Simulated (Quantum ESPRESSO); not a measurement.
# YCo: which magnetic order is lowest, part 2 of 2

Wanted: the moments of YCo and the energy of each order that was tried.

Quantum ESPRESSO 7.5; PBEsol; plane waves with GBRV 1.5 PBEsol potentials, no spin-orbit coupling.

So far, absolute magnetization (μB): step 2 (start 1: ferro ++) 2.02.

## 4. Run 3 (antiferro q=(0,1/2,0) +−+−)

The cell is doubled to 8 atoms to hold this order.

File pw.py:

```python
from ase import Atoms
from ase.calculators.espresso import Espresso, EspressoProfile

atoms = Atoms(['Y', 'Y', 'Y', 'Y', 'Co', 'Co', 'Co', 'Co'],
    cell=[[2.06749178, -5.21516656, 0.0],
         [4.13498356, 10.43033312, 0.0],
         [0.0, 0.0, 3.84650815]],
    scaled_positions=[[0.14277756, 0.42861122, 0.25],
         [0.14277756, 0.92861122, 0.25],
         [0.85722244, 0.07138878, 0.75],
         [0.85722244, 0.57138878, 0.75],
         [0.44679314, 0.27660343, 0.25],
         [0.44679314, 0.77660343, 0.25],
         [0.55320686, 0.22339657, 0.75],
         [0.55320686, 0.72339657, 0.75]],
    pbc=True,
    magmoms=[0.0, 0.0, 0.0, 0.0, 2.0, -2.0, 2.0, -2.0])
input_data = {
    'control': {'calculation': 'scf', 'prefix': 'pwscf', 'outdir': './tmp', 'disk_io': 'nowf'},
    'system': {'ecutwfc': 40.0, 'ecutrho': 280.0, 'nbnd': 70, 'occupations': 'smearing', 'smearing': 'fd', 'degauss': 0.00734986, 'nspin': 2},
    'electrons': {'conv_thr': 1.6e-08, 'electron_maxstep': 150, 'mixing_beta': 0.3},
}
atoms.calc = Espresso(
    profile=EspressoProfile(command='mpirun -n 4 pw.x -nk 4', pseudo_dir='pseudo'),
    pseudopotentials={'Co': 'co_pbesol_v1.2.uspp.F.UPF', 'Y': 'y_pbesol_v1.4.uspp.F.UPF'},
    input_data=input_data,
    kpts=(8, 4, 8),
    koffset=(0, 0, 0))
atoms.get_potential_energy()
energy = atoms.calc.results['free_energy']
print(f'free energy: {energy:.6f} eV')
print('site moments (muB):', atoms.get_magnetic_moments().round(3))
```

Command:

```console
$ OMP_NUM_THREADS=1 python3 pw.py > pw.log
```

The program printed:

```text
     [... lines left out ...]
free energy: -21276.673168 eV
site moments (muB): [-0.026  0.026 -0.026  0.026  0.807 -0.807  0.807 -0.807]
--- espresso.pwo ---
Program PWSCF v.7.5 starts
     [... lines left out ...]
     number of atoms/cell      =            8
     [... lines left out ...]
     number of electrons       =       112.00
     number of Kohn-Sham states=           70
     kinetic-energy cutoff     =      40.0000  Ry
     charge density cutoff     =     280.0000  Ry
     scf convergence threshold =      1.6E-08
     [... lines left out ...]
      4 Sym. Ops., with inversion, found ( 3 have fractional translation)
     [... lines left out ...]
     number of k points=    90  Fermi-Dirac smearing, width (Ry)=  0.0073
     [... lines left out ...]
     iteration # 29     ecut=    40.00 Ry     beta= 0.30
     [... lines left out ...]
     Magnetic moment per site  (integrated on atomic sphere of radius R)
     atom   1 (R=0.214)  charge=  8.6025  magn= -0.0261
     atom   2 (R=0.214)  charge=  8.6025  magn=  0.0261
     atom   3 (R=0.214)  charge=  8.6025  magn= -0.0261
     atom   4 (R=0.214)  charge=  8.6025  magn=  0.0261
     atom   5 (R=0.163)  charge= 15.0072  magn=  0.8073
     atom   6 (R=0.163)  charge= 15.0071  magn= -0.8074
     atom   7 (R=0.163)  charge= 15.0072  magn=  0.8073
     atom   8 (R=0.163)  charge= 15.0071  magn= -0.8074
     [... lines left out ...]
     the Fermi energy is    12.1965 ev
!    total energy              =   -1563.80677092 Ry
     estimated scf accuracy    <       0.00000001 Ry
     smearing contrib. (-TS)   =      -0.01847638 Ry
     [... lines left out ...]
     total magnetization       =    -0.00 Bohr mag/cell
     absolute magnetization    =     4.07 Bohr mag/cell
     convergence has been achieved in  29 iterations
```

Elapsed: 10 min, on 4 MPI ranks of Intel Xeon 6975P-C (Granite Rapids), shared host; peak memory 1.8 GiB; 41 min of CPU time.

Spin moment in the atom's sphere by atom:

```tsv
atom	spin moment in the atom's sphere (μB)
Y1	-0.026
Y2	0.026
Y3	-0.026
Y4	0.026
Co5	0.807
Co6	-0.807
Co7	0.807
Co8	-0.807
```

Read from the output:

```
smearing term TS       : 0.2514 eV
magnetization          : 0 μB
absolute magnetization : 4.073 μB
final state            : antiferromagnetic
```

## 5. Run 4, typed as antiferro q=(0,1/2,0) +−−+

This order needs a doubled cell of 8 atoms.

pw.py, as its differences from that of step 4:

```diff
@@ -16,3 +16,3 @@
     pbc=True,
-    magmoms=[0.0, 0.0, 0.0, 0.0, 2.0, -2.0, 2.0, -2.0])
+    magmoms=[0.0, 0.0, 0.0, 0.0, 2.0, -2.0, -2.0, 2.0])
 input_data = {
```

Command:

```console
$ OMP_NUM_THREADS=1 python3 pw.py > pw.log
```

The program printed:

```text
     [... lines left out ...]
free energy: -21276.613942 eV
site moments (muB): [ 0.  0.  0.  0. -0. -0. -0. -0.]
--- espresso.pwo ---
Program PWSCF v.7.5 starts
     [... lines left out ...]
     number of atoms/cell      =            8
     [... lines left out ...]
     number of electrons       =       112.00
     number of Kohn-Sham states=           70
     kinetic-energy cutoff     =      40.0000  Ry
     charge density cutoff     =     280.0000  Ry
     scf convergence threshold =      1.6E-08
     [... lines left out ...]
      4 Sym. Ops., with inversion, found ( 2 have fractional translation)
     [... lines left out ...]
     number of k points=    90  Fermi-Dirac smearing, width (Ry)=  0.0073
     [... lines left out ...]
     iteration # 34     ecut=    40.00 Ry     beta= 0.30
     [... lines left out ...]
     Magnetic moment per site  (integrated on atomic sphere of radius R)
     atom   1 (R=0.214)  charge=  8.6009  magn=  0.0001
     atom   2 (R=0.214)  charge=  8.6010  magn=  0.0001
     atom   3 (R=0.214)  charge=  8.6010  magn=  0.0001
     atom   4 (R=0.214)  charge=  8.6009  magn=  0.0001
     atom   5 (R=0.163)  charge= 15.0145  magn= -0.0005
     atom   6 (R=0.163)  charge= 15.0145  magn= -0.0005
     atom   7 (R=0.163)  charge= 15.0145  magn= -0.0005
     atom   8 (R=0.163)  charge= 15.0145  magn= -0.0005
     [... lines left out ...]
     the Fermi energy is    12.1366 ev
!    total energy              =   -1563.80241793 Ry
     estimated scf accuracy    <          6.7E-09 Ry
     smearing contrib. (-TS)   =      -0.02153545 Ry
     [... lines left out ...]
     total magnetization       =    -0.00 Bohr mag/cell
     absolute magnetization    =     0.00 Bohr mag/cell
     convergence has been achieved in  34 iterations
```

Run time: 11 min. Hardware: 4 MPI ranks; peak memory 1.8 GiB.

Read from the output:

- smearing term TS: 0.2930 eV
- magnetization: 0 μB
- absolute magnetization: 0 μB
- final state: non-magnetic
- largest moment: 0 μB

## 6. Start 5: no spin polarisation

File pw.py:

```python
from ase import Atoms
from ase.calculators.espresso import Espresso, EspressoProfile

atoms = Atoms(['Y', 'Y', 'Co', 'Co'],
    cell=[[2.06749178, -5.21516656, 0.0],
         [2.06749178, 5.21516656, 0.0],
         [0.0, 0.0, 3.84650815]],
    scaled_positions=[[0.14277756, 0.85722244, 0.25],
         [0.85722244, 0.14277756, 0.75],
         [0.44679314, 0.55320686, 0.25],
         [0.55320686, 0.44679314, 0.75]],
    pbc=True)
input_data = {
    'control': {'calculation': 'scf', 'prefix': 'pwscf', 'outdir': './tmp', 'disk_io': 'nowf'},
    'system': {'ecutwfc': 40.0, 'ecutrho': 280.0, 'nbnd': 37, 'occupations': 'smearing', 'smearing': 'fd', 'degauss': 0.00734986},
    'electrons': {'conv_thr': 8e-09, 'electron_maxstep': 150, 'mixing_beta': 0.3},
}
atoms.calc = Espresso(
    profile=EspressoProfile(command='mpirun -n 4 pw.x -nk 4', pseudo_dir='pseudo'),
    pseudopotentials={'Co': 'co_pbesol_v1.2.uspp.F.UPF', 'Y': 'y_pbesol_v1.4.uspp.F.UPF'},
    input_data=input_data,
    kpts=(8, 8, 8),
    koffset=(0, 0, 0))
atoms.get_potential_energy()
energy = atoms.calc.results['free_energy']
print(f'free energy: {energy:.6f} eV')
```

Command:

```console
$ OMP_NUM_THREADS=1 python3 pw.py > pw.log
```

The program printed:

```text
     [... lines left out ...]
free energy: -10638.307043 eV
--- espresso.pwo ---
Program PWSCF v.7.5 starts
     [... lines left out ...]
     number of atoms/cell      =            4
     [... lines left out ...]
     number of electrons       =        56.00
     number of Kohn-Sham states=           37
     kinetic-energy cutoff     =      40.0000  Ry
     charge density cutoff     =     280.0000  Ry
     scf convergence threshold =      8.0E-09
     [... lines left out ...]
      8 Sym. Ops., with inversion, found ( 4 have fractional translation)
     [... lines left out ...]
     number of k points=   105  Fermi-Dirac smearing, width (Ry)=  0.0073
     [... lines left out ...]
     iteration # 23     ecut=    40.00 Ry     beta= 0.30
     [... lines left out ...]
     the Fermi energy is    12.1366 ev
!    total energy              =    -781.90121428 Ry
     estimated scf accuracy    <          1.6E-09 Ry
     smearing contrib. (-TS)   =      -0.01076774 Ry
     [... lines left out ...]
     convergence has been achieved in  23 iterations
```

The job ended after 55 s (4 MPI ranks; peak memory 0.65 GiB; 3.6 min of CPU time).

Read from the output:

```
smearing term TS : 0.1465 eV
final state      : non-magnetic (no spin polarisation)
```

## 7. Energies of the orders

An order is kept where moments of 0.15 μB or more survive with the typed signs; meshes match where a doubled cell samples the same k points as the first cell.

Orders:

```tsv
start	final state	typed order kept	energy over the lowest (meV a seeded atom)	largest site moment (μB)	net moment (μB a cell of the first run)	mesh matched	CPU time (s)
ferro ++	ferromagnetic	yes	4.879	0.7124	0.8771	yes	415.5
antiferro q=(1/2,1/2,1/2) +-+-	non-magnetic	no	14.81	0	0	yes	2737
antiferro q=(0,1/2,0) +-+-	antiferromagnetic	yes	0	0.8074	0	yes	2433
antiferro q=(0,1/2,0) +--+	non-magnetic	no	14.81	5.29e-4	6.45e-4	yes	2586
no spin polarisation	non-magnetic	-	14.77	0	0	yes	217
```

## 8. Outcome

```
lowest state found      : antiferromagnetic (from antiferro q=(0,1/2,0) +-+-)
largest site moment     : 0.807 μB
next state with moments : ferromagnetic, 4.88 meV a seeded atom higher
state without moments   : 14.8 meV a seeded atom higher
```

**Reading.** At this level spin polarisation gains little. The smearing terms TS of the orders run from 63 to 70 meV a seeded atom, so the differences would change at a smaller width: an order with a larger TS is lowered more by the smearing. 2 starts lost their moments. Only these 5 starts were compared; other wavevectors, canted and longer-period orders were not. Energies are free energies at an electronic temperature of 1160 K, which lowers moments and differences where the moments are itinerant.

[Logs and program files are shortened in this print: banners, set-up blocks, solver, clock and traceback lines can be left out without a mark of their own.]

[Logs are printed without paths, hosts, clocks, repeated set-up lines and the standing remarks that a program may print on its own settings, such as how far it seeks lower states.]

[Hosts, paths, dates, database ids (printed as entryN), source tags and the programs' standing remarks are cut or masked in the printed files.]

[Where a cell is said to come from a database of computed structures, the database is the Materials Project.]
